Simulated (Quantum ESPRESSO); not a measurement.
# Magnetic state of NiO from several starts

A self-consistent run ends on one state, which hangs on the start. Several orders of NiO are started in Quantum ESPRESSO and their energies compared.

Calculated with Quantum ESPRESSO 7.5; LDA with U = 6 eV on Ni d (ortho-atomic projectors); plane waves with GBRV 1.5 LDA potentials, no spin-orbit coupling.

This is a report of a sequence of runs, with most program output left out.

## 1. The structure

The structure is cubic, space group Fm-3m (No. 225). The conventional cell has a = 4.172 Å, b = 4.172 Å, c = 4.172 Å, α = 90.00°, β = 90.00°, γ = 90.00°. Nearest to Ni lie 6 O at 2.09 Å. Nearest to O lie 6 Ni at 2.09 Å. Farther neighbours and most contacts between anions are not listed.

The cell comes from the Crystallography Open Database.

## 2. Start 1: ferro +

The signs are those of the starting moments on the seeded atoms, the atoms that are given a moment.

pw.in reads:

```
&CONTROL
  calculation = 'scf'
  prefix = 'pwscf'
  outdir = './tmp'
  pseudo_dir = './pseudo'
  disk_io = 'nowf'
/
&SYSTEM
  ibrav = 0
  celldm(1) = 8
  nat = 2
  ntyp = 2
  ecutwfc = 40
  ecutrho = 280
  nbnd = 20
  occupations = 'smearing'
  smearing = 'fd'
  degauss = 0.00367493
  nspin = 2
  starting_magnetization(1) = 0.1111
  starting_magnetization(2) = 0
/
&ELECTRONS
  conv_thr = 4d-09
  electron_maxstep = 150
  mixing_beta = 0.3
/
ATOMIC_SPECIES
Ni     58.6934 ni_lda_v1.4.uspp.F.UPF
O      15.9990 o_lda_v1.2.uspp.F.UPF
CELL_PARAMETERS alat
   0.0000000000000    0.4927228531442    0.4927228531442
   0.4927228531442    0.0000000000000    0.4927228531442
   0.4927228531442    0.4927228531442    0.0000000000000
ATOMIC_POSITIONS crystal
Ni      0.0000000000    0.0000000000    0.0000000000
O       0.5000000000    0.5000000000    0.5000000000
K_POINTS automatic
8 8 8 0 0 0
HUBBARD {ortho-atomic}
U Ni-3d 6.0000
```

On the command line:

```sh
$ OMP_NUM_THREADS=1 mpirun -n 4 pw.x -nk 4 -in pw.in > pw.out
```

It took 4 s on 4 MPI ranks of Arm Neoverse V2, shared host; peak memory 0.25 GiB; 16 s of CPU time.

Spin moment in the atom's sphere by atom:

```csv
atom,spin moment in the atom's sphere (μB)
Ni1,1.70
O2,0.24
```

This step gave:

```yaml
smearing_term_ts: 3.89e-9 eV
magnetization: 2 μB
absolute_magnetization: 2.011 μB
final_state: ferromagnetic
```

Spin density in the ac plane of the conventional cell at fractional y = 0.000, with atoms of Ni and O within 0.2 Å of it.

Ten even steps from '_' (0.0 e/Å³) to '@' (5.4 e/Å³), each cell a mean:
```
%%::____________________..==
--________________________..
____________________________
____________________________
______________..____________
____________::**..__________
__________--%%@@**..________
__________..==%%::__________
____________..--____________
____________________________
____________________________
..__________________________
**..______________________::
@@**..__________________--%%
```
Columns run along a (4.2 Å), rows up along c (4.2 Å), edges of the conventional cell, whose origin can differ from the input's. Atoms in or near the plane, at fractional coordinates: Ni at (0.00, 0.00), Ni at (0.50, 0.50), O at (0.50, 0.00), O at (0.00, 0.50).

Valence density in the ac plane of the conventional cell at fractional y = 0.000, with atoms of Ni and O within 0.2 Å of it. It is the smooth field of the valence electrons, not physical close to the nuclei.

Ten steps, logarithmic in the rise over the least value, from '_' (0 e/Å³) to '@' (39 e/Å³), each cell a mean:
```
@@##--....--++**++::....++%%
**==::__..::--==--..__..--++
::..______....::..______....
....________......________..
--::..____::--==--..____..::
++==::....==##%%**--....--++
**++--..::**@@@@%%==..::==**
**++::....++%%@@##--....--++
==--..__..--++**==::__..::--
::..______....::..______....
....________......________..
==--..____..::--::..____::--
%%**--....--++++==::....==##
@@%%==..::==****++--..::**@@
```
Columns run along a (4.2 Å), rows up along c (4.2 Å), edges of the conventional cell, whose origin can differ from the input's. Atoms in or near the plane, at fractional coordinates: Ni at (0.00, 0.00), Ni at (0.50, 0.50), O at (0.50, 0.00), O at (0.00, 0.50).

## 3. Run 2 (antiferro q=(0,1/2,1/2) +−)

This order needs a doubled cell of 4 atoms. The wavevector q is in fractions of the reciprocal vectors of the crystal's primitive cell, as the cells of these inputs are built from it; moments change sign between cells as cos(2π q·R).

pw.in reads:

```
&CONTROL
  calculation = 'scf'
  prefix = 'pwscf'
  outdir = './tmp'
  pseudo_dir = './pseudo'
  disk_io = 'nowf'
/
&SYSTEM
  ibrav = 0
  celldm(1) = 8
  nat = 4
  ntyp = 3
  ecutwfc = 40
  ecutrho = 280
  nbnd = 33
  occupations = 'smearing'
  smearing = 'fd'
  degauss = 0.00367493
  nspin = 2
  starting_magnetization(1) = 0.1111
  starting_magnetization(2) = -0.1111
  starting_magnetization(3) = 0
/
&ELECTRONS
  conv_thr = 8d-09
  electron_maxstep = 150
  mixing_beta = 0.3
/
ATOMIC_SPECIES
Ni1    58.6934 ni_lda_v1.4.uspp.F.UPF
Ni2    58.6934 ni_lda_v1.4.uspp.F.UPF
O      15.9990 o_lda_v1.2.uspp.F.UPF
CELL_PARAMETERS alat
   0.0000000000000    0.4927228531442    0.4927228531442
   0.9854457062883    0.0000000000000    0.9854457062883
   0.9854457062883    0.4927228531442    0.4927228531442
ATOMIC_POSITIONS crystal
Ni1     0.0000000000    0.0000000000    0.0000000000
Ni2     0.0000000000    0.5000000000    0.0000000000
O       0.5000000000    0.0000000000    0.5000000000
O       0.5000000000    0.5000000000    0.5000000000
K_POINTS automatic
8 4 8 0 0 0
HUBBARD {ortho-atomic}
U Ni1-3d 6.0000
U Ni2-3d 6.0000
```

It took 20 s on 4 MPI ranks; peak memory 0.37 GiB.

Spin moment in the atom's sphere by atom:

```
atom  spin moment in the atom's sphere (μB)
 Ni1                                   1.71
 Ni2                                  -1.71
  O3                                  -0.08
  O4                                   0.08
```

This step gave:

| Property | Result |
| --- | --- |
| smearing term TS | 6.15e-9 eV |
| magnetization | 0 μB |
| absolute magnetization | 3.791 μB |
| final state | antiferromagnetic |

Spin density in the ac plane of the conventional cell at fractional y = 0.000, with atoms of Ni and O within 0.2 Å of it.

Ten even steps from '_' (-5.4 e/Å³) to '@' (5.4 e/Å³), each cell a mean:
```
@@**++++++++====++++++++++##
**++++++++========++++++++++
++++++++++==========++++++++
++++++================++++++
++++++==================++++
++++========--..==========++
++========--____..==========
++==========::__--========++
++++==========--========++++
++++++==================++++
++++++++============++++++++
++++++++++==========++++++++
%%++++++++++======++++++++**
@@%%++++++++++==++++++++**@@
```
Columns run along a (4.2 Å), rows up along c (4.2 Å), edges of the conventional cell, whose origin can differ from the input's. Atoms in or near the plane, at fractional coordinates: Ni at (0.00, 0.00), Ni at (0.50, 0.50), O at (0.50, 0.00), O at (0.00, 0.50).

Valence density in the ac plane of the conventional cell at fractional y = 0.000, with atoms of Ni and O within 0.2 Å of it. It is the smooth field of the valence electrons, not physical close to the nuclei.

Ten steps, logarithmic in the rise over the least value, from '0' (0 e/Å³) to '9' (39 e/Å³), each cell a mean:
```
97311356521159
64201234310135
21000112100011
11000011100001
32100234310012
54211478631135
65312699841246
65211599731135
43101356420123
21000112100011
11000011100001
43100123210023
86311355421147
98412466531269
```
Columns run along a (4.2 Å), rows up along c (4.2 Å), edges of the conventional cell, whose origin can differ from the input's. Atoms in or near the plane, at fractional coordinates: Ni at (0.00, 0.00), Ni at (0.50, 0.50), O at (0.50, 0.00), O at (0.00, 0.50).

## 4. Run 3 (antiferro q=(0,0,1/2) +−)

The cell is doubled to 4 atoms to hold this order.

pw.in: that of step 3 with these lines changed.

```diff
@@ -34,11 +34,11 @@
    0.0000000000000    0.4927228531442    0.4927228531442
-   0.9854457062883    0.0000000000000    0.9854457062883
-   0.9854457062883    0.4927228531442    0.4927228531442
+   0.4927228531442    0.0000000000000    0.4927228531442
+   0.9854457062883    0.9854457062883    0.0000000000000
 ATOMIC_POSITIONS crystal
 Ni1     0.0000000000    0.0000000000    0.0000000000
-Ni2     0.0000000000    0.5000000000    0.0000000000
-O       0.5000000000    0.0000000000    0.5000000000
-O       0.5000000000    0.5000000000    0.5000000000
+Ni2     0.0000000000    0.0000000000    0.5000000000
+O       0.5000000000    0.5000000000    0.2500000000
+O       0.5000000000    0.5000000000    0.7500000000
 K_POINTS automatic
-8 4 8 0 0 0
+8 8 4 0 0 0
 HUBBARD {ortho-atomic}
```

Elapsed: 16 s, on 4 MPI ranks; peak memory 0.35 GiB.

Spin moment in the atom's sphere by atom:

```csv
atom,spin moment in the atom's sphere (μB)
Ni1,1.63
Ni2,-1.63
O3,0.00
O4,0.00
```

This step gave:

* smearing term TS: 2.22e-13 eV
* magnetization: 0 μB
* absolute magnetization: 3.522 μB
* final state: antiferromagnetic

## 5. Energies of the orders

An order is kept where moments of 0.15 μB or more survive with the typed signs; meshes match where a doubled cell samples the same k points as the first cell.

Orders:

```
                     start        final state  typed order kept  energy over the lowest (meV a seeded atom)  largest site moment (μB)  net moment (μB a cell of the first run)  mesh matched  CPU time (s)
                   ferro +      ferromagnetic               yes                                       126.9                     1.699                                        2           yes          15.6
antiferro q=(0,1/2,1/2) +-  antiferromagnetic               yes                                       144.6                     1.711                                        0           yes          79.6
  antiferro q=(0,0,1/2) +-  antiferromagnetic               yes                                           0                     1.632                                        0           yes         63.58
```

## 6. A Heisenberg model

E = −Σ J e·e over ordered pairs of unit vectors, so each pair counts twice. As many shells are taken as there are differences of energy, so the couplings are solved for and no residual tests the model; further shells are folded in, and shells whose pairs keep their relative signs in all orders cancel and are not probed. Couplings from the energies:

```csv
pair,distance (Å),neighbours an atom,J (meV)
Ni-Ni,2.95,12,1.105
Ni-Ni,4.172,6,-11.68
```

## 7. Occupations of the corrected shells in the lowest state

Occupations of the Hubbard shells:

```
block  type  shell  spin  electrons             occupation numbers
    1   Ni1     3d    up      4.963  0.992 0.992 0.993 0.993 0.993
    1   Ni1     3d  down      3.301  0.168 0.168 0.988 0.988 0.988
    2   Ni2     3d    up      3.301  0.168 0.168 0.988 0.988 0.988
    2   Ni2     3d  down      4.963  0.992 0.992 0.993 0.993 0.993
```

## 8. Results

| Item | Value |
| --- | --- |
| lowest state found | antiferromagnetic (from antiferro q=(0,0,1/2) +-) |
| largest site moment | 1.63 μB |
| next state with moments | ferromagnetic, 127 meV a seeded atom higher |
| J of the weightiest shell (Ni-Ni, 4.17 Å; E = −Σ J e·e, ordered pairs) | -11.7 meV |

In words: The largest moment changes by 4.6 % between the kept orders, as for well localised moments. This is the lowest of 3 collinear or spinless starts, no proof of the ground state.

[Logs and program files are shortened in this print: banners, set-up blocks, solver, clock and traceback lines can be left out without a mark of their own.]

[Logs are printed without paths, hosts, clocks, repeated set-up lines and the standing remarks that a program may print on its own settings, such as how far it seeks lower states.]

[Hosts, paths, dates, database ids (printed as entryN), source tags and the programs' standing remarks are cut or masked in the printed files.]

[Where a cell is said to come from a database of computed structures, the database is the Materials Project.]
